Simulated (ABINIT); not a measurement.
**A GW chain in ABINIT: LiBH4 (F-43m)**

Wanted: ground state, empty states, screening and self-energy for LiBH4 (F-43m).

Main program and level: ABINIT 10.8.3; PBEsol and many-body steps on it, plane waves.

## Step 1: Set-up

The structure is cubic, space group F-43m (No. 216). The conventional cell has a = 5.711 Å, b = 5.711 Å, c = 5.711 Å, α = 90.00°, β = 90.00°, γ = 90.00°. Nearest to Li lie 12 H at 2.37 Å. Nearest to B lie 4 H at 1.22 Å. Nearest to H lie 1 B at 1.22 Å. Farther neighbours are not listed.

The cell and positions are those that the Materials Project relaxed with its own functionals (PBE, PBE+U or r2SCAN), kept fixed.

## Step 2: Ground state

This step: ABINIT 10.8.3; DFT, PBEsol, plane waves, norm-conserving pseudopotentials.

The ground-state density comes first.

Contents of run.abi:

```
acell 3*1.0 Angstrom
rprim 
  0.000000000000 2.855319000000 2.855319000000
  2.855319000000 0.000000000000 2.855319000000
  2.855319000000 2.855319000000 -0.000000000000
ntypat 3
znucl 3 5 1
natom 6
typat 1 2 3 3 3 3
xred 
  0.000000000000 0.000000000000 0.000000000000
  0.500000000000 0.500000000000 0.500000000000
  0.376786667500 0.376786667500 0.376786667500
  0.869639997500 0.376786667500 0.376786667500
  0.376786667500 0.376786667500 0.869639997500
  0.376786667500 0.869639997500 0.376786667500
pp_dirpath "pseudos"
pseudos "Li.upf, B.upf, H.upf"
ecut 34
ngkpt 6 6 6
nshiftk 1
shiftk 0 0 0
kptopt 1
chksymbreak 0
nband 12
occopt 1
tolvrs 1e-10
nstep 60
prtwf 0
optforces 0
optstress 0
indata_prefix "in"
outdata_prefix "out"
tmpdata_prefix "tmp"
```

Started as:

```console
OMP_NUM_THREADS=1 mpirun -n 4 abinit run.abi > log
```

Numbers of over 12 decimals in the logs are rounded to 6 here.

The program printed:

```text
.Version 10.8.3 of ABINIT. v10.8.2 released Aug 2026.

 Symmetries : space group F-4 3 m (#216); Bravais cF (face-center cubic)
================================================================================
 Values of the parameters that define the memory need of the present run
     intxc =       0    ionmov =       0      iscf =       7    lmnmax =       4
     lnmax =       4     mgfft =      45  mpssoang =       2    mqgrid =    3001
     natom =       6  nloc_mem =       1    nspden =       1   nspinor =       1
    nsppol =       1      nsym =      24    n1xccc =    2501    ntypat =       3
    occopt =       1   xclevel =       2
-    mband =          12        mffmem =           1         mkmem =           4
       mpw =        2993          nfft =       91125          nkpt =          16
================================================================================
  Rough estimation (10% accuracy) of disk space for files :
================================================================================

--------------------------------------------------------------------------------
------------- Echo of variables that govern the present computation ------------
--------------------------------------------------------------------------------
 -outvars: echo values of preprocessed input variables --------
            acell      1.8897261259E+00  1.8897261259E+00  1.8897261259E+00 Bohr

      chksymbreak           0
             ecut      3.40000000E+01 Hartree
-          fftalg         312

              ixc     -116133
              kpt      0.00000000E+00  0.00000000E+00  0.00000000E+00
                       1.66666667E-01  0.00000000E+00  0.00000000E+00
                       3.33333333E-01  0.00000000E+00  0.00000000E+00
                       5.00000000E-01  0.00000000E+00  0.00000000E+00
                       1.66666667E-01  1.66666667E-01  0.00000000E+00
                       3.33333333E-01  1.66666667E-01  0.00000000E+00
                       5.00000000E-01  1.66666667E-01  0.00000000E+00
                      -3.33333333E-01  1.66666667E-01  0.00000000E+00
                      -1.66666667E-01  1.66666667E-01  0.00000000E+00
   [... 5 further rows ...]
                      -3.33333333E-01  3.33333333E-01  1.66666667E-01
                      -3.33333333E-01  5.00000000E-01  1.66666667E-01
         kptrlatt        6    0    0      0    6    0      0    0    6
          kptrlen      4.57846344E+01
P           mkmem           4
            natom           6
            nband          12
            ngfft          45      45      45
             nkpt          16
            nstep          60
             nsym          24
           ntypat           3
              occ      2.000000  2.000000  2.000000  2.000000  2.000000  0.000000
                       0.000000  0.000000  0.000000  0.000000  0.000000  0.000000
        optforces           0
        optstress           0
            prtwf           0
            rprim      0.0000000000E+00  2.8553190000E+00  2.8553190000E+00
[...]
spgroup         216

           tolvrs      1.00000000E-10

             xred      0.0000000000E+00  0.0000000000E+00  0.0000000000E+00
[...]
znucl        3.00000    5.00000    1.00000

================================================================================

 chkinp: Checking input parameters for consistency.

================================================================================
== DATASET  1 ==================================================================
-   mpi_nproc: 4, omp_nthreads: 1 (-1 if OMP is not activated)

--- !DatasetInfo
iteration_state: {dtset: 1, }
dimensions: {natom: 6, nkpt: 16, mband: 12, nsppol: 1, nspinor: 1, nspden: 1, mpw: 2993, }
cutoff_energies: {ecut:  34.0, pawecutdg:  -1.0, }
electrons: {nelect:   1.00000000E+01, charge:   0.00000000E+00, occopt:   1.00000000E+00, tsmear:   1.00000000E-02, }

 Real(R)+Recip(G) space primitive vectors, cartesian coordinates (Bohr,Bohr^-1):
 R(1)=  0.0000000  5.3957709  5.3957709  G(1)= -0.0926652  0.0926652  0.0926652
 R(2)=  5.3957709  0.0000000  5.3957709  G(2)=  0.0926652 -0.0926652  0.0926652
 R(3)=  5.3957709  5.3957709  0.0000000  G(3)=  0.0926652  0.0926652 -0.0926652
 Unit cell volume ucvol=  3.1418866E+02 bohr^3
 Angles (23,13,12)=  6.00000000E+01  6.00000000E+01  6.00000000E+01 degrees

 getcut: wavevector=  0.0000  0.0000  0.0000  ngfft=  45  45  45
         ecut(hartree)=     34.000   => boxcut(ratio)=   2.19674

--- Pseudopotential description ------------------------------------------------
- Li Generated using ONCVPSP code by D. R. Hamann
-  3.00000   3.00000  180301                  znucl, zion, pspdat
12 -116133 1 -1 1944                          pspcod,pspxc,lmax,lloc,mmax
     nproj     2     2
  pspatm : epsatm=    2.60875052
         --- l  ekb(1:nproj) -->
[...]
pspatm: atomic psp has been read  and splines computed

- B Generated using ONCVPSP code by D. R. Hamann
-  5.00000   3.00000  180301                  znucl, zion, pspdat
12 -116133 1 -1 1534                          pspcod,pspxc,lmax,lloc,mmax
     nproj     2     2
  pspatm : epsatm=    3.20154509
         --- l  ekb(1:nproj) -->
[...]
pspatm: atomic psp has been read  and splines computed

- H Generated using ONCVPSP code by D. R. Hamann
-  1.00000   1.00000  180301                  znucl, zion, pspdat
12 -116133 1 -1 1180                          pspcod,pspxc,lmax,lloc,mmax
     nproj     2     1
  pspatm : epsatm=    0.35585368
         --- l  ekb(1:nproj) -->
[...]
1   -0.494138
 pspatm: atomic psp has been read  and splines computed

   7.23371032E+01                                ecore*ucvol(ha*bohr**3)
--------------------------------------------------------------------------------

_setup2: Arith. and geom. avg. npw (full set) are    2974.319    2974.292

================================================================================

--- !BeginCycle
iteration_state: {dtset: 1, }
solver: {iscf: 7, nstep: 60, nline: 4, wfoptalg: 0, }
tolerances: {tolvrs: 1.00E-10, }

     iter   Etot(hartree)      deltaE(h)  residm     vres2
 ETOT  1  -12.365769882513    -1.237E+01 4.902E-02 7.421E+02
 ETOT  2  -12.442883637619    -7.711E-02 1.416E-03 5.304E+01
 ETOT  3  -12.448443296157    -5.560E-03 8.526E-04 3.383E+00
 ETOT  4  -12.448597432417    -1.541E-04 2.574E-05 1.704E-01
 ETOT  5  -12.448605909441    -8.477E-06 1.218E-05 1.481E-02
 ETOT  6  -12.448606382352    -4.729E-07 4.667E-06 5.834E-04
 ETOT  7  -12.448606393809    -1.146E-08 1.264E-06 2.435E-05
 ETOT  8  -12.448606394395    -5.859E-10 1.475E-06 1.933E-07
 ETOT  9  -12.448606394408    -1.268E-11 3.999E-07 2.838E-09
 ETOT 10  -12.448606394408     1.794E-13 4.617E-07 2.300E-11

 At SCF step   10       vres2   =  2.30E-11 < tolvrs=  1.00E-10 =>converged.

--- !ResultsGS
iteration_state: {dtset: 1, }
comment   : Summary of ground state results
lattice_vectors:
- [  0.0000000,   5.3957709,   5.3957709, ]
- [  5.3957709,   0.0000000,   5.3957709, ]
- [  5.3957709,   5.3957709,  -0.0000000, ]
lattice_lengths: [   7.63077,    7.63077,    7.63077, ]
lattice_angles: [ 60.000,  60.000,  60.000, ] # degrees, (23, 13, 12)
lattice_volume:   3.1418866E+02
convergence: {deltae:  1.794E-13, res2:  2.300E-11, residm:  4.617E-07, diffor:  0.000E+00, }
etotal    :  -1.24486064E+01
entropy   :   0.00000000E+00
fermie    :  -7.08920318E-02
cartesian_stress_tensor: null
pressure_GPa: null
xred      :
- [  0.0000E+00,   0.0000E+00,   0.0000E+00, Li]
- [  5.0000E-01,   5.0000E-01,   5.0000E-01,  B]
- [  3.7679E-01,   3.7679E-01,   3.7679E-01,  H]
- [  8.6964E-01,   3.7679E-01,   3.7679E-01,  H]
- [  3.7679E-01,   3.7679E-01,   8.6964E-01,  H]
- [  3.7679E-01,   8.6964E-01,   3.7679E-01,  H]
cartesian_forces: null
force_length_stats: {min: null, max: null, mean: null, }

 Integrated electronic density in atomic spheres:
 ------------------------------------------------
 Atom  Sphere_radius  Integrated_density
[...]
================================================================================

 ----iterations are completed or convergence reached----

 Mean square residual over all n,k,spin=   24.081E-10; max=  46.170E-08
 reduced coordinates (array xred) for    6 atoms
[...]
0.500000000000      0.500000000000      0.500000000000
       0.376786667500      0.376786667500      0.376786667500
       0.869639997500      0.376786667500      0.376786667500
       0.376786667500      0.376786667500      0.869639997500
       0.376786667500      0.869639997500      0.376786667500
 rms dE/dt=  0.0000E+00; max dE/dt=  0.0000E+00; dE/dt below (all hartree)
    1       0.000000000000      0.000000000000      0.000000000000
    2       0.000000000000      0.000000000000      0.000000000000
    3       0.000000000000      0.000000000000      0.000000000000
    4       0.000000000000      0.000000000000      0.000000000000
    5       0.000000000000      0.000000000000      0.000000000000
    6       0.000000000000      0.000000000000      0.000000000000

 cartesian coordinates (angstrom) at end:
    1      0.000000     0.000000     0.000000
    2      2.855319     2.855319     2.855319
    3      2.151692     2.151692     2.151692
    4      2.151692     3.558946     3.558946
    5      3.558946     3.558946     2.151692
    6      3.558946     2.151692     3.558946
 length scales=  1.889726125908  1.889726125908  1.889726125908 bohr
              =  1.000000000000  1.000000000000  1.000000000000 angstroms
 prteigrs : about to open file out_EIG
 Fermi (or HOMO) energy (hartree) =  -0.07089   Average Vxc (hartree)=  -0.30004
 Eigenvalues (hartree) for nkpt=  16  k points:
 kpt#   1, nband= 12, wtk=  0.00463, kpt=  0.0000  0.0000  0.0000 (reduced coord)
  -1.67503   -0.35746   -0.07089   -0.07089   -0.07089    0.19439    0.25260    0.25260
   0.25260    0.32405    0.38658    0.38658
 prteigrs : prtvol=0 or 1, do not print more k-points.

--- !EnergyTerms
iteration_state     : {dtset: 1, }
comment             : Components of total free energy in Hartree
kinetic             :  9.47867966732239E+00
hartree             :  2.82203960605937E+00
xc                  : -4.25099606206456E+00
Ewald energy        : -6.29401107506731E+00
psp_core            :  2.30234609957626E-01
local_psp           : -9.58613257785256E+00
non_local_psp       : -4.84842056276273E+00
total_energy        : -1.24486063944078E+01
total_energy_eV     : -3.38743836822419E+02
band_energy         : -4.69295657458120E+00

== END DATASET(S) ==============================================================
================================================================================

 -outvars: echo values of variables after computation  --------
           etotal     -1.2448606394E+01
            nband          12
             nkpt          16
          spgroup         216
 [... the other variables as echoed above ...]

 Calculation completed.
```

Elapsed: 13 s, on 4 MPI ranks of Arm Neoverse N1, shared host; peak memory 0.32 GiB.

Numbers from this step:

```yaml
total_energy: -338.7438 eV
gap: 5.992 eV
k_of_the_valence_top: 0, 0, 0
k_of_the_conduction_bottom: 0.5, 0, 0
least_direct_gap: 6.297 eV
```

The gap is indirect, with the least direct gap 0.31 eV higher.

(Continued in part 2 of 3.)

[Paths, hosts, dates, memory and timing lines, banners, echoed tables and standing remarks are left out of the program output.]

[Logs are printed without paths, hosts, clocks, repeated set-up lines and the standing remarks that a program may print on its own settings, such as how far it seeks lower states.]

[Runs of the session that timed out or met a known fault of the program may be left out.]

[Hosts, paths, dates, database ids (printed as entryN), source tags and the programs' standing remarks are cut or masked in the printed files.]

[G0W0 gaps are taken among the corrected bands and points alone; a level outside them can change the order at an edge.]

[Where Ansatz stands beside ABINIT at settings called matched, ABINIT's density can come from a denser mesh and the files from another edition; pairs whose starting gaps differed by over 0.03 eV were left out, so agreement reads better than it is.]
